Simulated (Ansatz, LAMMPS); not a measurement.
# Which site? N in place of O in Ga2O3 with crystalline order left by the classical run (95 atoms), part 2 of 2

Aim: make N in place of O at several sites of Ga2O3 with crystalline order left by the classical run (95 atoms), relax each, and compare their energies.

Ansatz 0.2.0; Kohn-Sham DFT, RPBE, PAW (set soft_2), plane waves.

The cell: 38 Ga and 57 O. The quench rate of 50 K/ps is many orders above laboratory rates. The network of bonds at the start is that of the classical potential that made the cell. Sampling is at Γ alone, for a cell whose shortest periodic width is 11 Å.

So far. Step 2 (Single point at the start): The r.m.s. force at the start is 0.35 eV/Å. Step 3 (Relaxation): The relaxation converged after 18 steps, 5.93 eV below its start, with a largest force component of 0.036 eV/Å.

### Step 5. N on a site of O, site O82

The site has 2 bonded neighbours (Ga2) at 1.82 Å on average, by cutoffs that count no bonds between two metal atoms or like ions. The change is made in the relaxed cell and the atoms are relaxed again, with spin allowed.

Contents of input.yaml:

```yaml
crystal:
  lattice:
    - [10.64534, 0.0, 0.0]
    - [0.0, 10.64534, 0.0]
    - [0.0, 0.0, 10.64534]
  atoms:
    [... atom lines 1 to 78 left out ...]
    - { symbol: O, position: [0.6352, 0.01476, 0.64778] }
    - { symbol: O, position: [0.95377, 0.66057, 0.45708] }
    - { symbol: O, position: [0.31164, 0.68199, 0.15198] }
    - { symbol: "N", position: [0.79955, 0.57382, 0.70995], spin: 0.6 }
    - { symbol: O, position: [0.41106, 0.95707, 0.77891] }
    - { symbol: O, position: [0.20498, 0.36838, 0.82057] }
    - { symbol: O, position: [0.03504, 0.63788, 0.22147] }
    [... atom lines 86 to 95 left out ...]
magnetization:
  spin_polarized: true
kpoints:
  mp_grid: { grid: [1, 1, 1] }
hamiltonian:
  xc: rpbe
scf:
  occupations: { method: fermi_dirac, width: 0.025 }
  lower_state_search: "off"
output:
  forces: true
  eigenvalues: true
relax:
  f_tol: 0.05
  max_steps: 90
```

On the command line:

```
$ ansatz run input.yaml --threads 4 --pin off --max-ram 8192MiB --backend cpu --events-out ev --progress --plain --runs-dir out
```

Numbers of over 12 decimals in the logs are rounded to 6 here.

The program printed:

```text
[...]
Crystal: 95 atoms, lattice volume = 1206.365 Å³
Basis set: ecut = 420 eV, 23583 PW (Γ), exchange–correlation on 144×144×144 points (8 copies of the dense FFT grid, shifted against one another)
Bands: 514, of which v1, the nominal top of the filled ones, is band 418 counted from 1 (417 counted from 0)
Symmetry: 1 space group operations
[...]
k-points: 1
[...]
Starting moments: Σ|m| = 1.8 μB on 3 of 95 sites
[...]
SCF iter   1: F=—  HF=-176267.904424 eV  |F-HF|=—  |Δ(HF+E_count)|=         —  Δρ=5.65e-2 (↑5.04e-2 ↓5.65e-2)  dr2=8.50e1  dr2_m=1.69e0  M=0.007 μB ∫|m|=0.194 μB  β_m=0.30  ethr=3.10e-3  ⟨swp⟩=6.0  Hψ=3426  notcnv=0  defer=155
[...]
spin=Collinear: Resta preconditioning applied to the charge; magnetization (m = ρ↑ − ρ↓) channel mixes plain (no charge-response kernel on spin).
SCF iter   2: F=—  HF=-176251.853117 eV  |F-HF|=—  |Δ(HF+E_count)|=    1.61e1  Δρ=3.61e-2 (↑3.26e-2 ↓3.61e-2)  dr2=2.82e1  dr2_m=9.92e-1  M=1.000 μB ∫|m|=1.038 μB  β_m=0.30  ethr=3.10e-3  ⟨swp⟩=2.0  Hψ=1922  notcnv=0  defer=178
SCF iter   3: F=—  HF=-176245.012922 eV  |F-HF|=—  |Δ(HF+E_count)|=    6.84e0  Δρ=1.77e-2 (↑1.56e-2 ↓1.77e-2)  dr2=6.25e0  dr2_m=5.17e-1  M=1.000 μB ∫|m|=1.094 μB  β_m=0.30  ethr=3.10e-3  ⟨swp⟩=2.5  Hψ=1569  notcnv=0  defer=178
[...]
SCF iter   7: F=—  HF=-176244.030191 eV  |F-HF|=—  |Δ(HF+E_count)|=   5.82e-2  Δρ=2.06e-3 (↑2.06e-3 ↓2.03e-3)  dr2=7.04e-3  dr2_m=4.43e-2  M=1.000 μB ∫|m|=1.091 μB  β_m=0.30  ethr=6.94e-6  ⟨swp⟩=2.5  Hψ=1678  notcnv=0  defer=178
[...]
spin-set hold released at iteration 7 (site moments contracting): the magnetisation degrees of freedom join the quasi-Newton model from the next iteration; the mixer history was flushed
SCF iter   8: F=—  HF=-176244.049420 eV  |F-HF|=—  |Δ(HF+E_count)|=   1.92e-2  Δρ=1.51e-3 (↑1.48e-3 ↓1.51e-3)  dr2=3.88e-3  dr2_m=2.36e-2  M=1.000 μB ∫|m|=1.097 μB  β_m=0.65  ethr=8.43e-7  ⟨swp⟩=2.5  Hψ=1912  notcnv=0  defer=178
[...]
SCF iter  12: F=-176244.075693 eV  HF=-176244.075716 eV  |F-HF|=2.37e-5  |Δ(HF+E_count)|=   4.71e-5  Δρ=2.54e-5 (↑1.94e-5 ↓2.54e-5)  dr2=2.03e-5  dr2_m=1.13e-6  M=1.000 μB ∫|m|=1.117 μB  ethr=7.49e-9  ⟨swp⟩=11.0  Hψ=5538  notcnv=0
SCF 1 converged in 12 iterations: F = -176244.075693 eV  dr2 = 2.03e-5
[...]
relax step   1: F+E_penalty+E_count = -176244.07569256 eV  Δ(F+E_penalty+E_count) = +0.000e0 eV  max|allowed force component| = 1.329e0 eV/Å  Δτ_max = 0.0000 Å  (12 SCF iters, dr2 threshold 6.25e-5 eV, accepted)
[...]
relax step   2: F+E_penalty+E_count = -176244.20116262 eV  Δ(F+E_penalty+E_count) = -1.255e-1 eV  max|allowed force component| = 7.262e-1 eV/Å  Δτ_max = 0.1149 Å  (8 SCF iters, dr2 threshold 1.00e-4 eV, accepted)
[...]
relax step   3: F+E_penalty+E_count = -176244.25235995 eV  Δ(F+E_penalty+E_count) = -5.120e-2 eV  max|allowed force component| = 1.458e-1 eV/Å  Δτ_max = 0.1627 Å  (9 SCF iters, dr2 threshold 3.30e-5 eV, accepted)
[...]
relax step   4: F+E_penalty+E_count = -176244.25765606 eV  Δ(F+E_penalty+E_count) = -5.296e-3 eV  max|allowed force component| = 5.945e-2 eV/Å  Δτ_max = 0.0484 Å  (10 SCF iters, accepted)
[...]
relax step   5: F+E_penalty+E_count = -176244.25926831 eV  Δ(F+E_penalty+E_count) = -1.612e-3 eV  max|allowed force component| = 2.891e-2 eV/Å  Δτ_max = 0.0041 Å  (7 SCF iters, accepted)
SCF converged after 7 iterations
Magnetization: 1.0000 μB (418.0000 up, 417.0000 down)
Absolute magnetization: 1.1235 μB (∫|ρ↑−ρ↓|, with the PAW one-centre terms)
[...]
Per-site moments (μB) at R_I (Å): [(-2.6600388647692374e-5, 0.790880), (-0.000311644, 0.767496), (-3.45709409253753e-5, 0.794789), (-2.305317980579295e-5, 0.771282), (-1.5558189744159728e-5, 0.792916), [...]
Free energy (F): -176244.259268 eV
[...]
Internal energy: -176244.259268 eV  (E = F + TS)
E sigma→0 (E₀):  -176244.259268 eV
Fermi energy:    6.953107 eV
[...]
Σ components = -176244.259268   (vs F -176244.259268, Δ=0.00e0)
--- Forces (eV/Å), atoms counted from 1 ---
  atom   1  Ga    -0.00289672    -0.00163341    -0.00034664
  atom   2  Ga     0.00408767    -0.00301181    -0.00310068
  atom   3  Ga    -0.01200401     0.00915205    -0.02680473
  atom   4  Ga     0.00403834     0.00569965     0.01101250
[...]
atom  95  O     -0.01420315    -0.01406500     0.00544666
  max |Σ_I F_I| component: 6.58e-5 eV/Å
--- Band table (eV) ---
[...]
--- Relaxed structure (5 steps of the walk, 5 accepted, 0 SCFs on fresh bases) ---
  F+E_penalty+E_count = -176244.25926831 eV   max|allowed force component| = 2.891e-2 eV/Å
  atoms:
    - { symbol: Ga, position: [0.225434, 0.775716, 0.012673] }
    - { symbol: Ga, position: [0.587126, 0.336596, 0.654173] }
    - { symbol: Ga, position: [0.532415, 0.376723, 0.921067] }
    - { symbol: Ga, position: [0.228000, 0.056749, 0.497490] }
[...]
- { symbol: O, position: [0.211674, 0.904530, 0.285813] }
```

It took 2.4 min on 4 threads of Intel Xeon Platinum 8488C (Sapphire Rapids), shared host; peak memory 3.3 GiB; 9.2 min of CPU time.

The relaxation converged after 5 steps, 0.184 eV below its start, with a largest force component of 0.029 eV/Å.

A closer look about the N atom, after relaxation: 14 atoms, nearest first, numbered in the order of the input, with positions taken from that point.

```
atom      x      y      z  distance (Å)  bonds  moment (μB)
 N82   0.00   0.00   0.00          0.00      2         0.63
Ga24  -1.64   0.45   0.84          1.90      4         0.00
Ga16   0.29   1.33  -1.35          1.91      4         0.00
 O72   0.93   2.80  -0.15          2.95      3         0.01
 O44  -2.97  -0.77   0.29          3.08      3         0.02
 O76  -1.43   1.78  -2.11          3.11      3         0.01
 O70  -1.77   2.36   1.18          3.18      3         0.00
 O58  -1.81  -0.23   2.66          3.23      3         0.00
Ga17   0.04   2.86   1.52          3.24      4         0.00
 O80   1.59   1.18  -2.66          3.31      3         0.00
 Ga2  -2.33  -2.30  -0.53          3.32      4         0.00
 O69  -0.57  -0.67  -3.24          3.36      3         0.01
 O66  -0.87  -2.93  -1.53          3.42      3         0.00
 O92   0.50   1.80   2.98          3.52      3         0.01
```

The column of bonds counts only the pairs O-Ga within 2.43 Å, Ga-N within 2.33 Å; other neighbours, such as metal atoms beside each other in a compound, aren't counted, and periodic images can show an atom twice.

The largest move is 0.24 Å, by N82.

### Step 6. N on a site of O, site O86

The site has 4 bonded neighbours (Ga4) at 2.08 Å on average. 

Input and log are left out; they have the form of those shown for this kind of step.

It took 3 min on 4 threads of Intel Xeon Platinum 8488C (Sapphire Rapids), shared host; peak memory 3.3 GiB; 12 min of CPU time.

The relaxation converged after 7 steps, 0.110 eV below its start, with a largest force component of 0.029 eV/Å.

### Step 7. N on a site of O, site O92

The site has 3 bonded neighbours (Ga3) at 1.92 Å on average. 

Input and log are left out; they have the form of those shown for this kind of step.

Run time: 5.1 min. Hardware: 4 threads of Intel Xeon Platinum 8488C (Sapphire Rapids), shared host; peak memory 3.3 GiB.

The relaxation converged after 13 steps, 0.300 eV below its start, with a largest force component of 0.022 eV/Å.

A closer look about the N atom, after relaxation: 11 atoms, nearest first, numbered in the order of the input, with positions taken from that point.

```
atom      x      y      z  distance (Å)  bonds  moment (μB)
 N92   0.00   0.00   0.00          0.00      3         0.62
Ga27   1.28   0.50   1.35          1.93      4         0.00
Ga17  -0.28   0.90  -1.71          1.95      4         0.00
Ga37  -1.27  -1.22   0.89          1.98      6         0.00
 O61  -0.10   2.67  -1.02          2.86      3         0.02
 O39   0.03  -2.48   1.43          2.86      3         0.03
 O45  -1.13  -0.37   2.67          2.92      4         0.01
 O70  -2.14   0.50  -2.02          2.99      3         0.01
 O51   2.61   1.44   0.49          3.02      3         0.00
 O64  -2.96   0.38   0.74          3.07      4         0.02
 O58  -2.18  -2.15  -0.56          3.11      4         0.00
```

The column of bonds counts only the pairs O-Ga within 2.50 Å, Ga-N within 2.38 Å; other neighbours, such as metal atoms beside each other in a compound, aren't counted, and periodic images can show an atom twice.

The largest move is 0.55 Å, by O45.

### Step 8. N on a site of O, site O51

The site has 3 bonded neighbours (Ga3) at 1.93 Å on average. 

input.yaml, the sections that differ from step 5:

```yaml
crystal:
  lattice:
    - [10.64534, 0.0, 0.0]
    - [0.0, 10.64534, 0.0]
    - [0.0, 0.0, 10.64534]
  atoms:
    [... atom lines 1 to 47 left out ...]
    - { symbol: O, position: [0.75287, 0.98208, 0.16983] }
    - { symbol: O, position: [0.45299, 0.51597, 0.44615] }
    - { symbol: O, position: [0.23253, 0.4162, 0.25873] }
    - { symbol: "N", position: [0.07343, 0.86112, 0.05817], spin: 0.6 }
    - { symbol: O, position: [0.09583, 0.12219, 0.9103] }
    - { symbol: O, position: [0.50356, 0.76475, 0.33106] }
    - { symbol: O, position: [0.348, 0.1776, 0.89909] }
    [... atom lines 55 to 95 left out ...]
# magnetization, kpoints, hamiltonian, scf, output, relax: as in step 5
```

The program printed:

```text
[...]
Crystal: 95 atoms, lattice volume = 1206.365 Å³
Basis set: ecut = 420 eV, 23583 PW (Γ), exchange–correlation on 144×144×144 points (8 copies of the dense FFT grid, shifted against one another)
Bands: 514, of which v1, the nominal top of the filled ones, is band 418 counted from 1 (417 counted from 0)
Symmetry: 1 space group operations
[...]
k-points: 1
[...]
Starting moments: Σ|m| = 2.4 μB on 4 of 95 sites
[...]
SCF iter   1: F=—  HF=-176268.671573 eV  |F-HF|=—  |Δ(HF+E_count)|=         —  Δρ=5.80e-2 (↑5.00e-2 ↓5.80e-2)  dr2=8.71e1  dr2_m=2.46e0  M=0.006 μB ∫|m|=0.259 μB  β_m=0.30  ethr=3.10e-3  ⟨swp⟩=6.0  Hψ=3386  notcnv=0  defer=154
[...]
SCF iter   3: F=—  HF=-176245.151243 eV  |F-HF|=—  |Δ(HF+E_count)|=    7.07e0  Δρ=1.84e-2 (↑1.53e-2 ↓1.84e-2)  dr2=6.14e0  dr2_m=7.03e-1  M=1.000 μB ∫|m|=1.074 μB  β_m=0.30  ethr=3.10e-3  ⟨swp⟩=2.0  Hψ=1757  notcnv=0  defer=178
[...]
SCF iter   7: F=—  HF=-176244.178385 eV  |F-HF|=—  |Δ(HF+E_count)|=   1.02e-1  Δρ=2.34e-3 (↑2.34e-3 ↓2.22e-3)  dr2=9.62e-3  dr2_m=5.56e-2  M=1.000 μB ∫|m|=1.094 μB  β_m=0.30  ethr=1.26e-5  ⟨swp⟩=2.0  Hψ=1700  notcnv=0  defer=178
[...]
SCF iter  13: F=-176244.224649 eV  HF=-176244.224662 eV  |F-HF|=1.24e-5  |Δ(HF+E_count)|=   4.19e-5  Δρ=1.64e-5 (↑1.19e-5 ↓1.64e-5)  dr2=9.63e-6  dr2_m=2.95e-7  M=1.000 μB ∫|m|=1.127 μB  ethr=3.42e-9  ⟨swp⟩=12.0  Hψ=4723  notcnv=0
SCF 1 converged in 13 iterations: F = -176244.224649 eV  dr2 = 9.63e-6
[...]
relax step   1: F+E_penalty+E_count = -176244.22464923 eV  Δ(F+E_penalty+E_count) = +0.000e0 eV  max|allowed force component| = 6.070e-1 eV/Å  Δτ_max = 0.0000 Å  (13 SCF iters, dr2 threshold 6.25e-5 eV, accepted)
[... from here on, the SCF cycles and remarks between the steps are left out ...]
relax step   2: F+E_penalty+E_count = -176244.32673281 eV  Δ(F+E_penalty+E_count) = -1.021e-1 eV  max|allowed force component| = 2.749e-1 eV/Å  Δτ_max = 0.0730 Å  (7 SCF iters, dr2 threshold 2.30e-5 eV, accepted)
relax step   3: F+E_penalty+E_count = -176244.36501557 eV  Δ(F+E_penalty+E_count) = -3.828e-2 eV  max|allowed force component| = 1.110e-1 eV/Å  Δτ_max = 0.0327 Å  (7 SCF iters, dr2 threshold 4.72e-6 eV, accepted)
relax step   4: F+E_penalty+E_count = -176244.38216373 eV  Δ(F+E_penalty+E_count) = -1.715e-2 eV  max|allowed force component| = 1.014e-1 eV/Å  Δτ_max = 0.0260 Å  (9 SCF iters, accepted)
relax step   5: F+E_penalty+E_count = -176244.38927516 eV  Δ(F+E_penalty+E_count) = -7.111e-3 eV  max|allowed force component| = 2.421e-1 eV/Å  Δτ_max = 0.0325 Å  (9 SCF iters, accepted)
relax step   6: F+E_penalty+E_count = -176244.39397569 eV  Δ(F+E_penalty+E_count) = -4.701e-3 eV  max|allowed force component| = 1.256e-1 eV/Å  Δτ_max = 0.0220 Å  (5 SCF iters, dr2 threshold 4.90e-5 eV, accepted)
relax step   7: F+E_penalty+E_count = -176244.38418830 eV  Δ(F+E_penalty+E_count) = +9.787e-3 eV  max|allowed force component| = 4.320e-1 eV/Å  Δτ_max = 0.1426 Å  (9 SCF iters, dr2 threshold 4.25e-6 eV, rejected (line search))
relax step   8: F+E_penalty+E_count = -176244.40497024 eV  Δ(F+E_penalty+E_count) = -1.099e-2 eV  max|allowed force component| = 7.138e-2 eV/Å  Δτ_max = 0.0702 Å  (10 SCF iters, accepted)
relax step   9: F+E_penalty+E_count = -176244.41807986 eV  Δ(F+E_penalty+E_count) = -1.311e-2 eV  max|allowed force component| = 1.148e-1 eV/Å  Δτ_max = 0.1000 Å  (11 SCF iters, accepted)
relax step  10: F+E_penalty+E_count = -176244.41283056 eV  Δ(F+E_penalty+E_count) = +5.249e-3 eV  max|allowed force component| = 1.644e-1 eV/Å  Δτ_max = 0.1054 Å  (9 SCF iters, dr2 threshold 4.26e-6 eV, rejected (line search))
relax step  11: F+E_penalty+E_count = -176244.42550504 eV  Δ(F+E_penalty+E_count) = -7.425e-3 eV  max|allowed force component| = 4.184e-2 eV/Å  Δτ_max = 0.0527 Å  (9 SCF iters, accepted)
relax step  12: F+E_penalty+E_count = -176244.42772060 eV  Δ(F+E_penalty+E_count) = -2.216e-3 eV  max|allowed force component| = 8.292e-2 eV/Å  Δτ_max = 0.0610 Å  (10 SCF iters, accepted)
relax step  13: F+E_penalty+E_count = -176244.43006936 eV  Δ(F+E_penalty+E_count) = -2.349e-3 eV  max|allowed force component| = 3.639e-2 eV/Å  Δτ_max = 0.0175 Å  (9 SCF iters, accepted)
SCF converged after 9 iterations
Magnetization: 1.0000 μB (418.0000 up, 417.0000 down)
Absolute magnetization: 1.1408 μB (∫|ρ↑−ρ↓|, with the PAW one-centre terms)
[...]
Per-site moments (μB) at R_I (Å): [(-0.000246672, 0.808627), (-2.1268246148727788e-6, 0.767571), (-3.365654960016699e-6, 0.781490), (-5.21564410931201e-5, 0.769512), (-3.3847320557358183e-6, [...]
Free energy (F): -176244.430069 eV
[...]
Internal energy: -176244.430069 eV  (E = F + TS)
E sigma→0 (E₀):  -176244.430069 eV
Fermi energy:    6.707710 eV
[...]
Σ components = -176244.430069   (vs F -176244.430069, Δ=0.00e0)
--- Forces (eV/Å), atoms counted from 1 ---
  atom   1  Ga    -0.00630957    -0.00111596    -0.01111382
  atom   2  Ga    -0.01113252    -0.00551977     0.00793810
  atom   3  Ga     0.00153859     0.00492602     0.01914529
  atom   4  Ga    -0.00258765    -0.00837511    -0.00007035
[...]
atom  95  O     -0.00573638     0.01084230    -0.00516618
  max |Σ_I F_I| component: 2.58e-5 eV/Å
--- Band table (eV) ---
[...]
--- Relaxed structure (13 steps of the walk, 11 accepted, 0 SCFs on fresh bases) ---
  F+E_penalty+E_count = -176244.43006936 eV   max|allowed force component| = 3.639e-2 eV/Å
  atoms:
    - { symbol: Ga, position: [0.226505, 0.774434, 0.012133] }
    - { symbol: Ga, position: [0.588645, 0.341087, 0.655944] }
    - { symbol: Ga, position: [0.527064, 0.375813, 0.924601] }
    - { symbol: Ga, position: [0.227165, 0.059074, 0.500480] }
[...]
- { symbol: O, position: [0.204053, 0.899940, 0.274684] }
```

Elapsed: 5.6 min, on 4 threads; peak memory 3.3 GiB.

The relaxation converged after 13 steps, 0.205 eV below its start, with a largest force component of 0.036 eV/Å.

### Step 9. N on a site of O, site O62

The site has 3 bonded neighbours (Ga3) at 1.94 Å on average. 

Input and log are left out; they have the form of those shown for this kind of step.

Elapsed: 4.7 min, on 4 threads of Intel Xeon Platinum 8488C (Sapphire Rapids), shared host; peak memory 3.3 GiB; 18 min of CPU time.

The relaxation converged after 11 steps, 0.239 eV below its start, with a largest force component of 0.034 eV/Å.

A closer look about the N atom, after relaxation: 11 atoms, nearest first, numbered in the order of the input, with positions taken from that point.

```
atom      x      y      z  distance (Å)  bonds  moment (μB)
 N62   0.00   0.00   0.00          0.00      3         0.63
Ga33   0.99  -0.97  -1.40          1.97      4         0.00
Ga26  -1.21  -1.54   0.29          1.98      4         0.00
Ga23   0.51   1.27   1.46          2.01      5         0.00
 O61  -0.02  -2.50  -0.89          2.66      3         0.01
 O89  -1.08   0.59   2.60          2.88      3         0.00
 O75  -2.29   0.34  -1.89          2.99      3         0.05
 O52   2.78  -0.98  -0.95          3.10      3         0.01
 O86   2.54   1.56   0.87          3.11      4         0.00
 O93   1.97  -1.13   2.17          3.14      3         0.04
 O48  -0.91  -2.50   1.87          3.25      3         0.00
```

The column of bonds counts only the pairs O-Ga within 2.50 Å, Ga-N within 2.43 Å; other neighbours, such as metal atoms beside each other in a compound, aren't counted, and periodic images can show an atom twice.

The largest move is 0.54 Å, by O45.

### Step 10. N on a site of O, site O54

The site has 3 bonded neighbours (Ga3) at 2.00 Å on average. 

Input and log are left out; they have the form of those shown for this kind of step.

The job ended after 2.3 min (4 threads of Intel Xeon Platinum 8488C (Sapphire Rapids), shared host; peak memory 3.3 GiB).

The relaxation converged after 5 steps, 0.138 eV below its start, with a largest force component of 0.040 eV/Å.

### Step 11. The sites compared

All these cells hold the same atoms, so their energies can be compared with no chemical potential.

```
site  neighbours  mean distance (Å)  atoms within 6 Å  energy over the best site (eV)  before relaxation (eV)  gain on relaxing (eV)  moment (μB)
 O62         Ga3               1.94                74                            0.00                    0.00                   0.24          1.0
 O92         Ga3               1.92                71                            0.19                    0.26                   0.30          1.0
 O86         Ga4               2.08                70                            0.37                    0.24                   0.11          1.0
 O51         Ga3               1.93                72                            0.43                    0.40                   0.21          1.0
 O82         Ga2               1.82                73                            0.60                    0.55                   0.18          1.0
 O54         Ga3               2.00                73                            0.92                    0.82                   0.14          1.0
```

Neighbours are those of the relaxed host within 2.38 Å (O-Ga); other pairs aren't counted.

### Step 12. What came out

The cheapest site is O62 (3 neighbours, Ga3); the dearest, O54 (3 neighbours, Ga3), costs 0.92 eV more. By coordination the energies over the best site are 0.60 eV with 2 neighbours, 0.00 to 0.92 eV with 3 neighbours and 0.37 eV with 4 neighbours. Relaxation gains 0.11 to 0.30 eV and leaves the best site the same.

Caveats: Defects are neutral and interact with their images. The reference ran with fixed occupations, but 6 of the 6 defect cells with fermi-dirac smearing of 0.025 eV, spin polarised. In a disordered cell the relaxation can also rearrange atoms far from the site. In the spin-polarised runs the search for a state of lower energy was switched off. Only 6 of the 57 O sites were tried; unless symmetry makes the others alike to these, a cheaper one may exist. A local or semilocal functional tends to spread out the unpaired spin of such defects. The stress is far from hydrostatic: its diagonal is -1.3, -2.7, 1.3 GPa, compression counted positive.

The DFT runs together took 26 min of wall time.

[Logs are printed without paths, hosts, clocks, repeated set-up lines and the standing remarks that a program may print on its own settings, such as how far it seeks lower states.]

[Hosts, paths, dates, database ids (printed as entryN), source tags and the programs' standing remarks are cut or masked in the printed files.]
